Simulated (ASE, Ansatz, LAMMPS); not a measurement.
# Σ7 (111) twist boundary in a CdSe-CdTe solid solution (84 atoms): geometry optimisation, part 2 of 3

Wanted: the relaxed structure of Σ7 (111) twist boundary in a CdSe-CdTe solid solution (84 atoms) and its electronic structure.

Ansatz 0.2.0; Kohn-Sham DFT, PBE, PAW (set soft_2, large core), plane waves.

The cell: 42 Cd, 27 Se and 15 Te. The host structure and its lattice constant were typed by rule, without a check against the phase diagram. Only the Γ point is sampled, in a cell whose shortest periodic width is 10 Å. No spin–orbit coupling is included.

So far. Step 3 (Single point at the start): Neighbours are counted within 3.12 Å (Cd-Se), 3.33 Å (Cd-Te).

**4. Relaxation**

The atoms are relaxed in the fixed cell, aiming at the force tolerance of the input.

input.yaml

```yaml
crystal:
  lattice:
    - [11.63132, 0.0, 0.0]
    - [5.81566, 10.07302, 0.0]
    - [0.0, 0.0, 21.36885]
  atoms:
    [... the 84 atom lines of step 3 ...]
kpoints:
  mp_grid: { grid: [1, 1, 1] }
hamiltonian:
  xc: pbe
  pseudopotentials: { kind: paw, core: large }
scf:
  occupations: { method: fermi_dirac, width: 0.025 }
output:
  forces: true
relax:
  f_tol: 0.03
  max_steps: 52
```

Command:

```bash
ansatz run input.yaml --threads 4 --pin off --max-ram 8192MiB --backend cpu --events-out ev --progress --plain --runs-dir out
```

Numbers of over 12 decimals in the logs are rounded to 6 here.

The log of the run:

```text
[...]
Crystal: 84 atoms, lattice volume = 2503.628 Å³
Basis set: ecut = 420 eV, 49013 PW (Γ), exchange–correlation on 160×160×288 points (8 copies of the dense FFT grid, shifted against one another)
Bands: 656, of which v1, the nominal top of the filled ones, is band 546 counted from 1 (545 counted from 0)
Symmetry: 1 space group operations
[...]
k-points: 1
[...]
SCF iter   1: F=—  HF=-490520.043590 eV  |F-HF|=—  |Δ(HF+E_count)|=         —  Δρ=2.24e-2  dr2=3.18e1  ethr=3.10e-3  ⟨swp⟩=7.0  Hψ=2427  notcnv=0  defer=63
[...]
SCF iter  11: F=-490514.390051 eV  HF=-490514.390056 eV  |F-HF|=4.67e-6  |Δ(HF+E_count)|=   1.09e-5  Δρ=1.23e-5  dr2=9.31e-6  ethr=2.06e-9  ⟨swp⟩=5.0  Hψ=2183  notcnv=0
SCF 1 converged in 11 iterations: F = -490514.390051 eV  dr2 = 9.31e-6
[...]
relax step   1: F+E_penalty+E_count = -490514.39005100 eV  Δ(F+E_penalty+E_count) = +0.000e0 eV  max|allowed force component| = 8.156e-1 eV/Å  Δτ_max = 0.0000 Å  (11 SCF iters, dr2 threshold 2.25e-5 eV, accepted)
[...]
relax step   2: F+E_penalty+E_count = -490514.95871976 eV  Δ(F+E_penalty+E_count) = -5.687e-1 eV  max|allowed force component| = 3.830e-1 eV/Å  Δτ_max = 0.1955 Å  (7 SCF iters, dr2 threshold 4.16e-5 eV, accepted)
[...]
relax step   3: F+E_penalty+E_count = -490515.13715227 eV  Δ(F+E_penalty+E_count) = -1.784e-1 eV  max|allowed force component| = 1.364e-1 eV/Å  Δτ_max = 0.0836 Å  (7 SCF iters, dr2 threshold 9.17e-6 eV, accepted)
relax step   4: F+E_penalty+E_count = -490515.22305068 eV  Δ(F+E_penalty+E_count) = -8.590e-2 eV  max|allowed force component| = 2.263e-1 eV/Å  Δτ_max = 0.2000 Å  (8 SCF iters, dr2 threshold 2.36e-6 eV, accepted)
relax step   5: F+E_penalty+E_count = -490515.30139876 eV  Δ(F+E_penalty+E_count) = -7.835e-2 eV  max|allowed force component| = 2.085e-1 eV/Å  Δτ_max = 0.1904 Å  (6 SCF iters, dr2 threshold 6.49e-6 eV, accepted)
relax step   6: F+E_penalty+E_count = -490515.35049330 eV  Δ(F+E_penalty+E_count) = -4.909e-2 eV  max|allowed force component| = 4.132e-1 eV/Å  Δτ_max = 0.1825 Å  (6 SCF iters, dr2 threshold 3.69e-5 eV, accepted)
relax step   7: F+E_penalty+E_count = -490515.44513219 eV  Δ(F+E_penalty+E_count) = -9.464e-2 eV  max|allowed force component| = 1.783e-1 eV/Å  Δτ_max = 0.1984 Å  (5 SCF iters, dr2 threshold 1.00e-4 eV, accepted)
relax step   8: F+E_penalty+E_count = -490515.51107107 eV  Δ(F+E_penalty+E_count) = -6.594e-2 eV  max|allowed force component| = 1.145e-1 eV/Å  Δτ_max = 0.2000 Å  (7 SCF iters, dr2 threshold 5.92e-6 eV, accepted)
relax step   9: F+E_penalty+E_count = -490515.53622560 eV  Δ(F+E_penalty+E_count) = -2.515e-2 eV  max|allowed force component| = 1.155e-1 eV/Å  Δτ_max = 0.1476 Å  (7 SCF iters, dr2 threshold 2.44e-6 eV, accepted)
relax step  10: F+E_penalty+E_count = -490515.56268168 eV  Δ(F+E_penalty+E_count) = -2.646e-2 eV  max|allowed force component| = 6.999e-2 eV/Å  Δτ_max = 0.1112 Å  (6 SCF iters, dr2 threshold 5.50e-6 eV, accepted)
relax step  11: F+E_penalty+E_count = -490515.57552623 eV  Δ(F+E_penalty+E_count) = -1.284e-2 eV  max|allowed force component| = 6.607e-2 eV/Å  Δτ_max = 0.0500 Å  (6 SCF iters, dr2 threshold 1.80e-6 eV, accepted)
relax step  12: F+E_penalty+E_count = -490515.58181978 eV  Δ(F+E_penalty+E_count) = -6.294e-3 eV  max|allowed force component| = 2.639e-2 eV/Å  Δτ_max = 0.0673 Å  (6 SCF iters, dr2 threshold 1.60e-6 eV, accepted)
relax step  13: F+E_penalty+E_count = -490515.58181997 eV  Δ(F+E_penalty+E_count) = -1.904e-7 eV  max|allowed force component| = 2.638e-2 eV/Å  Δτ_max = 0.0000 Å  (3 SCF iters, accepted)
relax step  14: F+E_penalty+E_count = -490515.58291181 eV  Δ(F+E_penalty+E_count) = -1.092e-3 eV  max|allowed force component| = 3.041e-2 eV/Å  Δτ_max = 0.0305 Å  (7 SCF iters, accepted)
relax step  15: F+E_penalty+E_count = -490515.58337160 eV  Δ(F+E_penalty+E_count) = -4.598e-4 eV  max|allowed force component| = 1.094e-2 eV/Å  Δτ_max = 0.0158 Å  (5 SCF iters, dr2 threshold 9.24e-7 eV, accepted)
[...]
relax step  16: F+E_penalty+E_count = -490515.58337164 eV  Δ(F+E_penalty+E_count) = -4.133e-8 eV  max|allowed force component| = 1.093e-2 eV/Å  Δτ_max = 0.0000 Å  (2 SCF iters, accepted)
SCF converged after 2 iterations
Free energy (F): -490515.583372 eV
[...]
Internal energy: -490515.582783 eV  (E = F + TS)
E sigma→0 (E₀):  -490515.583077 eV
Entropy (-TS):   -0.000589 eV (-0.007 meV/atom)
Fermi energy:    6.793476 eV
[...]
--- Forces (eV/Å), atoms counted from 1 ---
  atom   1  Cd     0.00126030     0.00034770     0.00162309
  atom   2  Se     0.00875288     0.01006723    -0.00002395
  atom   3  Cd     0.00156994     0.00187601     0.00421404
  atom   4  Se     0.00099546    -0.00180828    -0.00303849
  atom   5  Cd    -0.00079920     0.00091888     0.00035976
  atom   6  Se    -0.00542322    -0.00409281    -0.00471834
  atom   7  Cd     0.00139954     0.00393204     0.00443245
  atom   8  Te    -0.00067314    -0.00114085    -0.00406714
  atom   9  Cd     0.00291308    -0.00036616    -0.00397281
  atom  10  Te    -0.00007108     0.00150866     0.00329094
  atom  11  Cd     0.00158953    -0.00327347     0.00097384
  atom  12  Se    -0.00073963     0.00001741    -0.00173407
  atom  13  Cd     0.00026471    -0.00004487     0.00109774
  atom  14  Se     0.00046563    -0.00277587    -0.00019809
[...]
atom  83  Cd    -0.00289315    -0.00008953     0.00268711
  atom  84  Te    -0.00427066    -0.00497996    -0.00678907
  max |Σ_I F_I| component: 3.04e-5 eV/Å
--- Relaxed structure (16 steps of the walk, 16 accepted, 0 SCFs on fresh bases) ---
  F+E_penalty+E_count = -490515.58337164 eV   max|allowed force component| = 1.093e-2 eV/Å
  atoms:
    - { symbol: Cd, position: [0.566378, 0.355647, 0.449568] }
    - { symbol: Se, position: [0.553757, 0.357283, 0.069150] }
    - { symbol: Cd, position: [0.708567, 0.121156, 0.119913] }
    - { symbol: Se, position: [0.726420, 0.117652, 0.242581] }
[...]
- { symbol: Te, position: [0.477203, 0.299957, 0.908589] }
```

Wall time 11 min (4 threads of Arm Neoverse V1, shared host); peak memory 4 GiB.

Relaxation path:

| step | energy less that of the first step (eV) | largest force component (eV/Å) |
| --- | --- | --- |
| 1 | 0.0000 | 0.8156 |
| 2 | -0.5687 | 0.3830 |
| 3 | -0.7471 | 0.1364 |
| 4 | -0.8330 | 0.2263 |
| 5 | -0.9113 | 0.2085 |
| 6 | -0.9604 | 0.4132 |
| 7 | -1.0551 | 0.1783 |
| 8 | -1.1210 | 0.1145 |
| 9 | -1.1462 | 0.1155 |
| 10 | -1.1726 | 0.0700 |
| 11 | -1.1855 | 0.0661 |
| 12 | -1.1918 | 0.0264 |
| 13 | -1.1918 | 0.0264 |
| 14 | -1.1929 | 0.0304 |
| 15 | -1.1933 | 0.0109 |
| 16 | -1.1933 | 0.0109 |

The atoms that moved most (Å):

| atom | dx | dy | dz | length |
| --- | --- | --- | --- | --- |
| Cd67 | -0.739 | -0.257 | 0.285 | 0.833 |
| Te84 | -0.462 | -0.270 | -0.484 | 0.722 |
| Cd17 | -0.081 | 0.697 | 0.165 | 0.721 |
| Se2 | 0.539 | 0.256 | -0.036 | 0.598 |
| Te16 | 0.137 | 0.519 | -0.215 | 0.578 |
| Cd79 | -0.210 | -0.426 | -0.300 | 0.562 |
| Te20 | 0.419 | 0.355 | -0.076 | 0.554 |
| Te10 | 0.449 | 0.190 | -0.263 | 0.554 |

The relaxation changed the energy by -14.2 meV/atom, and atoms moved by 0.42 Å r.m.s., 0.83 Å at most.

**5. Local order after relaxation**

Bonds before and after, by the cutoffs listed below:

| pair | bonds before | bonds after | mean before (Å) | mean after (Å) | spread before (Å) | spread after (Å) |
| --- | --- | --- | --- | --- | --- | --- |
| Cd-Se | 107 | 108 | 2.647 | 2.660 | 0.037 | 0.032 |
| Cd-Te | 59 | 60 | 2.818 | 2.821 | 0.078 | 0.034 |

Density 5.82 g/cm³, 29.81 Å³ an atom.

g(r), total and by pair (bins of 0.2 Å):

| r (Å) | total | Cd-Cd | Cd-Se | Cd-Te | Se-Se | Se-Te | Te-Te |
| --- | --- | --- | --- | --- | --- | --- | --- |
| 2.60 | 3.94 | 0.00 | 12.25 | 0.00 | 0.00 | 0.00 | 0.00 |
| 2.80 | 2.41 | 0.00 | 1.17 | 11.35 | 0.00 | 0.00 | 0.00 |
| 3.00 | 0.10 | 0.00 | 0.00 | 0.56 | 0.00 | 0.00 | 0.00 |
| 3.20 | 0.00 | 0.00 | 0.00 | 0.00 | 0.00 | 0.00 | 0.00 |
| 3.40 | 0.00 | 0.00 | 0.00 | 0.00 | 0.00 | 0.00 | 0.00 |
| 3.60 | 0.11 | 0.17 | 0.00 | 0.24 | 0.00 | 0.18 | 0.00 |
| 3.80 | 0.29 | 0.39 | 0.06 | 0.11 | 0.20 | 1.01 | 0.60 |
| 4.00 | 0.36 | 0.76 | 0.05 | 0.20 | 0.49 | 0.62 | 0.00 |
| 4.20 | 1.76 | 3.81 | 0.19 | 0.35 | 3.50 | 2.50 | 0.99 |
| 4.40 | 3.25 | 5.49 | 0.18 | 0.65 | 8.06 | 6.25 | 4.99 |
| 4.60 | 1.65 | 2.65 | 0.29 | 0.38 | 1.84 | 4.25 | 4.63 |
| 4.80 | 0.69 | 0.94 | 0.80 | 0.54 | 0.23 | 0.33 | 1.17 |
| 5.00 | 1.52 | 0.59 | 2.81 | 2.21 | 0.22 | 0.30 | 0.69 |
| 5.20 | 1.83 | 0.21 | 3.58 | 3.15 | 0.00 | 0.46 | 0.34 |
| 5.40 | 1.01 | 0.00 | 1.94 | 2.12 | 0.00 | 0.00 | 0.00 |
| 5.60 | 0.20 | 0.07 | 0.42 | 0.15 | 0.09 | 0.08 | 0.00 |
| 5.80 | 0.30 | 0.47 | 0.15 | 0.23 | 0.48 | 0.30 | 0.27 |
| 6.00 | 0.48 | 0.72 | 0.24 | 0.39 | 0.83 | 0.41 | 0.49 |
| 6.20 | 0.61 | 0.85 | 0.18 | 0.41 | 0.86 | 1.41 | 0.47 |
| 6.40 | 0.75 | 1.02 | 0.56 | 0.69 | 0.54 | 0.77 | 1.52 |
| 6.60 | 1.09 | 0.34 | 1.73 | 1.52 | 0.82 | 0.68 | 0.61 |
| 6.80 | 1.38 | 0.25 | 2.65 | 2.37 | 0.18 | 0.16 | 0.19 |
| 7.00 | 0.70 | 0.32 | 1.12 | 1.19 | 0.16 | 0.15 | 0.37 |
| 7.20 | 0.66 | 0.83 | 0.37 | 0.74 | 0.74 | 0.76 | 1.37 |
| 7.40 | 1.15 | 2.27 | 0.13 | 0.46 | 1.88 | 1.87 | 1.46 |
| 7.60 | 1.61 | 2.70 | 0.35 | 0.24 | 3.22 | 3.28 | 2.45 |
| 7.80 | 1.56 | 2.16 | 0.92 | 0.80 | 2.53 | 2.48 | 1.31 |

Bonds by pair of elements; cutoffs follow the first minimum of g(r), held within bounds set by covalent radii, and pairs that aren't listed don't count as bonded:

| pair A-B | cutoff (Å) | bonds | mean length (Å) | spread (Å) | shortest (Å) | B about A | A about B |
| --- | --- | --- | --- | --- | --- | --- | --- |
| Cd-Se | 3.12 | 108 | 2.66 | 0.032 | 2.61 | 2.57 | 4 |
| Cd-Te | 3.3 | 60 | 2.82 | 0.034 | 2.77 | 1.43 | 4 |

How many atoms have how many bonded neighbours:

| element | mean | 4 |
| --- | --- | --- |
| Cd | 4 | 42 |
| Se | 4 | 27 |
| Te | 4 | 15 |

Bond angles, per cent of each kind in bins of 5°:

| angle (°) | Cd-Se-Cd | Se-Cd-Te | Se-Cd-Se | Cd-Te-Cd | Te-Cd-Te |
| --- | --- | --- | --- | --- | --- |
| 80–85 | 0.6 | 0.8 | 0.0 | 4.4 | 3.6 |
| 85–90 | 0.6 | 5.7 | 1.0 | 0.0 | 0.0 |
| 90–95 | 1.2 | 1.6 | 0.0 | 3.3 | 0.0 |
| 95–100 | 1.8 | 6.5 | 2.0 | 0.0 | 7.1 |
| 100–105 | 17.3 | 16.1 | 6.0 | 14.4 | 28.6 |
| 105–110 | 38.3 | 30.6 | 31.0 | 42.2 | 25.0 |
| 110–115 | 24.7 | 23.4 | 38.0 | 17.8 | 21.4 |
| 115–120 | 9.9 | 8.1 | 16.0 | 3.3 | 3.6 |
| 120–125 | 1.2 | 1.6 | 4.0 | 8.9 | 3.6 |
| 125–130 | 3.1 | 1.6 | 0.0 | 2.2 | 7.1 |
| 130–135 | 1.2 | 3.2 | 2.0 | 3.3 | 0.0 |
| 135–140 | 0.0 | 0.8 | 0.0 | 0.0 | 0.0 |

Bond angles (no mean is given where the spread exceeds 20°):

| angle | count | mean (°) | spread (°) |
| --- | --- | --- | --- |
| Cd-Se-Cd | 162 | 109 | 7 |
| Se-Cd-Te | 124 | 108 | 9.6 |
| Se-Cd-Se | 100 | 111 | 6.2 |
| Cd-Te-Cd | 90 | 109 | 9.6 |
| Te-Cd-Te | 28 | 108 | 8.8 |

Rings of the network by King's shortest-path rule, up to 12 atoms, one path for each pair of neighbours; H, halogens, alkali and alkaline-earth atoms are left out, and the last column divides by all other atoms, bonded or not:

| ring size (atoms) | rings | per network atom |
| --- | --- | --- |
| 6 | 160 | 1.91 |

By these cutoffs all Cd atoms have 4, all Se atoms have 4 and all Te atoms have 4 bonded neighbours. The Cd-Se-Cd angle averages 109° with a spread of 7°. All rings counted have 6 atoms.

(Part 2 of 3 ends here.)

[Logs are printed without paths, hosts, clocks, repeated set-up lines and the standing remarks that a program may print on its own settings, such as how far it seeks lower states.]

[Hosts, paths, dates, database ids (printed as entryN), source tags and the programs' standing remarks are cut or masked in the printed files.]
